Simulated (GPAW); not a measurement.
# Settings that the conductance of a Au chain with one bond drawn out by 1.4 Å needs, part 3 of 3

How do the numerical settings move the conductance of a Au chain with one bond drawn out by 1.4 Å?

GPAW 26.7.0; GPAW LCAO, PAW setups; Landauer transmission from Green's functions with principal layers (ASE), zero bias.

So far, conductance (G₀): step 2 (base settings) 0.359; step 16 (varying the smearing: width = 0.4) 0.343; step 18 (varying the width of the vacuum box) 0.384; step 19 (width of the vacuum box, box 6 × 6 Å) 0.367; step 20 (width of the vacuum box, box 7.5 × 7.5 Å) 0.361.

## Step 21: Width of the vacuum box, box 11 × 11 Å

The cell differs from the one that the last finished run ended in (a 7.500 → 11.000 Å, b 7.500 → 11.000 Å).

File run.py:

```python
import json
import numpy as np
from ase import Atoms
from ase.transport.calculators import TransportCalculator
from gpaw import GPAW, FermiDirac
from gpaw.lcao.tools import get_lcao_hamiltonian
from scipy.linalg import eigh

# The junction with lead layers at both ends, along the third cell vector
device = Atoms(
    ['Au', 'Au', 'Au', 'Au', 'Au', 'Au', 'Au', 'Au', 'Au', 'Au'],
    positions=[
        [5.50000, 5.50000, 1.30000],
        [5.50000, 5.50000, 3.90000],
        [5.50000, 5.50000, 6.50000],
        [5.50000, 5.50000, 9.10000],
        [5.50000, 5.50000, 11.70000],
        [5.50000, 5.50000, 15.70000],
        [5.50000, 5.50000, 18.30000],
        [5.50000, 5.50000, 20.90000],
        [5.50000, 5.50000, 23.50000],
        [5.50000, 5.50000, 26.10000]],
    cell=[[11.0, 0.0, 0.0], [0.0, 11.0, 0.0], [0.0, 0.0, 27.4]],
    pbc=True)

# One principal layer of the lead: the first 3 atoms of the device
lead = Atoms(
    ['Au', 'Au', 'Au'],
    positions=[
        [5.50000, 5.50000, 1.30000],
        [5.50000, 5.50000, 3.90000],
        [5.50000, 5.50000, 6.50000]],
    cell=[[11.0, 0.0, 0.0], [0.0, 11.0, 0.0], [0.0, 0.0, 7.8]],
    pbc=True)

settings = dict(mode='lcao', basis='dzp', xc='PBE', h=0.2,
                occupations=FermiDirac(0.1), maxiter=250,
                mixer=dict(beta=0.1, nmaxold=8, weight=100.0),
                convergence=dict(density=0.0001))
energies = np.arange(-2, 2 + 1e-9, 0.05)
eta = 0.0001
n1, n2 = 1, 1
# k and -k transmit alike, so half of the mesh across the current serves
mesh = [(i, j) for i in range(n1) for j in range(n2) if (i, j) <= (-i % n1, -j % n2)]
weights = np.array([1 if (i, j) == (-i % n1, -j % n2) else 2 for i, j in mesh]) / (n1 * n2)

# [... helper functions left out ...]
fermi_lead = ground_state(lead, (1, 1, 15), 'lead.txt')
fermi_device = ground_state(device, (1, 1, 3), 'device.txt')
# [... loop over the mesh left out, but for ...]
        # Shift the lead onto the potential of the device's first layer
        shift = ((H[:, 0, 0] - H0[:, 0, 0]) / S0[0, 0]).real.mean()
# [...]
kT = 8.617333e-5 * 77
bias = [0.1, 0.2, 0.5, 1.0, 1.5, 2.0]
# [... integrals and printing left out ...]
```

On the command line:

```
$ OMP_NUM_THREADS=1 OPENBLAS_NUM_THREADS=2 python run.py
```

Wall time 1.9 min (2 threads of Intel Xeon Platinum 8259CL at 2.50GHz (Skylake/Cascade Lake), shared host); peak memory 1.2 GiB.

One spin. Transmission, zone mean against energy, zero at the Fermi level:

```csv
energy (eV),"transmission, zone mean"
-2.000,0.0788
-1.800,0.0873
-1.600,0.0945
-1.400,0.0993
-1.200,0.0982
-1.000,0.126
-0.800,0.199
-0.600,0.227
-0.400,0.307
-0.300,0.371
-0.200,0.336
0.000,0.358
0.200,0.369
0.300,0.369
0.400,0.368
0.600,0.366
0.800,0.360
1.000,0.361
1.200,0.358
1.400,0.356
1.600,0.355
1.800,0.353
2.000,0.352
```

The conductance, 0.358 G₀, lies 0.3 % below that of the base run.

## Step 22: Varying the width of the vacuum box, box 13 × 13 Å

The cell differs from the one that the last finished run ended in (a 11.000 → 13.000 Å, b 11.000 → 13.000 Å).

run.py, as its differences from that of step 21:

```diff
@@ -12,13 +12,13 @@
     positions=[
-        [5.50000, 5.50000, 1.30000],
-        [5.50000, 5.50000, 3.90000],
-        [5.50000, 5.50000, 6.50000],
-        [5.50000, 5.50000, 9.10000],
-        [5.50000, 5.50000, 11.70000],
-        [5.50000, 5.50000, 15.70000],
-        [5.50000, 5.50000, 18.30000],
-        [5.50000, 5.50000, 20.90000],
-        [5.50000, 5.50000, 23.50000],
-        [5.50000, 5.50000, 26.10000]],
-    cell=[[11.0, 0.0, 0.0], [0.0, 11.0, 0.0], [0.0, 0.0, 27.4]],
+        [6.50000, 6.50000, 1.30000],
+        [6.50000, 6.50000, 3.90000],
+        [6.50000, 6.50000, 6.50000],
+        [6.50000, 6.50000, 9.10000],
+        [6.50000, 6.50000, 11.70000],
+        [6.50000, 6.50000, 15.70000],
+        [6.50000, 6.50000, 18.30000],
+        [6.50000, 6.50000, 20.90000],
+        [6.50000, 6.50000, 23.50000],
+        [6.50000, 6.50000, 26.10000]],
+    cell=[[13.0, 0.0, 0.0], [0.0, 13.0, 0.0], [0.0, 0.0, 27.4]],
     pbc=True)
@@ -29,6 +29,6 @@
     positions=[
-        [5.50000, 5.50000, 1.30000],
-        [5.50000, 5.50000, 3.90000],
-        [5.50000, 5.50000, 6.50000]],
-    cell=[[11.0, 0.0, 0.0], [0.0, 11.0, 0.0], [0.0, 0.0, 7.8]],
+        [6.50000, 6.50000, 1.30000],
+        [6.50000, 6.50000, 3.90000],
+        [6.50000, 6.50000, 6.50000]],
+    cell=[[13.0, 0.0, 0.0], [0.0, 13.0, 0.0], [0.0, 0.0, 7.8]],
     pbc=True)
```

Run time: 2.4 min. Hardware: 2 threads; peak memory 1.5 GiB.

One spin. Transmission, zone mean against energy, zero at the Fermi level:

```csv
energy (eV),"transmission, zone mean"
-2.00,0.0788
-1.90,0.0832
-1.80,0.0873
-1.70,0.0910
-1.55,0.0960
-1.45,0.0985
-1.35,0.0998
-1.25,0.0994
-1.15,0.0950
-1.05,0.115
-0.90,0.163
-0.80,0.198
-0.70,0.215
-0.60,0.226
-0.50,0.255
-0.40,0.307
-0.30,0.370
-0.25,0.358
-0.15,0.344
-0.05,0.351
0.00,0.358
0.05,0.362
0.15,0.367
0.25,0.369
0.30,0.369
0.40,0.368
0.50,0.367
0.60,0.365
0.70,0.364
0.80,0.359
0.90,0.363
1.05,0.360
1.15,0.359
1.25,0.358
1.35,0.357
1.45,0.356
1.55,0.355
1.70,0.354
1.80,0.353
1.90,0.352
2.00,0.352
```

The conductance, 0.358 G₀, lies 0.4 % below that of the base run.

## Step 23: Convergence in the width of the vacuum box

This step: convergence of the conductance (GPAW 26.7.0).

The conductance by width of the vacuum box:

```csv
width of the vacuum box (Å),conductance (G₀)
5.00,0.384
6.00,0.367
7.50,0.361
9.00,0.359
11.00,0.358
13.00,0.358
```

## Step 24: Summary of results

- conductance at the base settings: 0.359 G₀
- range over the k-points along the lead (2 to 30): 0.357 to 0.359 G₀
- range over the broadening (1.0e-6 to 0.05 eV): 0.198 to 0.360 G₀
- range over the smearing (0.01 to 0.4 eV): 0.343 to 0.372 G₀
- range over the width of the vacuum box (5 to 13 Å): 0.358 to 0.384 G₀

At the base settings the conductance, averaged at 77 K, is 0.359 G₀. In the k-points along the lead, no value tried moves the conductance by 3 %. In the broadening, 0.001 eV already gives the conductance within 3 % of the finest value tried; currents at finite bias may need more. The smearing of the SCF moves the conductance between 0.343 and 0.372 G₀; a narrow width also needs more k-points. In the width of the vacuum box, 6 Å already gives the conductance within 3 % of the finest value tried; currents at finite bias may need more. T is read at the junction's Fermi level after the lead is aligned to it, so the test of the lead's mesh is blind to a shift of the lead's own level, and the junction's own mesh wasn't varied. Over the ranges tried, the broadening moves it most, counted as a ratio. The geometry was built from estimated bond lengths and not relaxed, so the numbers describe this model structure. Spin-orbit coupling is left out, which matters for the heavy atoms here. An evenly spaced straight chain is an idealisation: free chains tend to dimerise, zigzag or, where a band edge lies near the Fermi level, turn magnetic. The currents use the zero-bias T(E) throughout, which holds only while the bias is small against the distance to the nearest feature. The thermopower isn't quoted: it samples T(E) farther from the Fermi level than the conductance does, and the energy grid wasn't tested for it.

[Logs are printed without paths, hosts, clocks, repeated set-up lines and the standing remarks that a program may print on its own settings, such as how far it seeks lower states.]

[Hosts, paths, dates, database ids (printed as entryN), source tags and the programs' standing remarks are cut or masked in the printed files.]
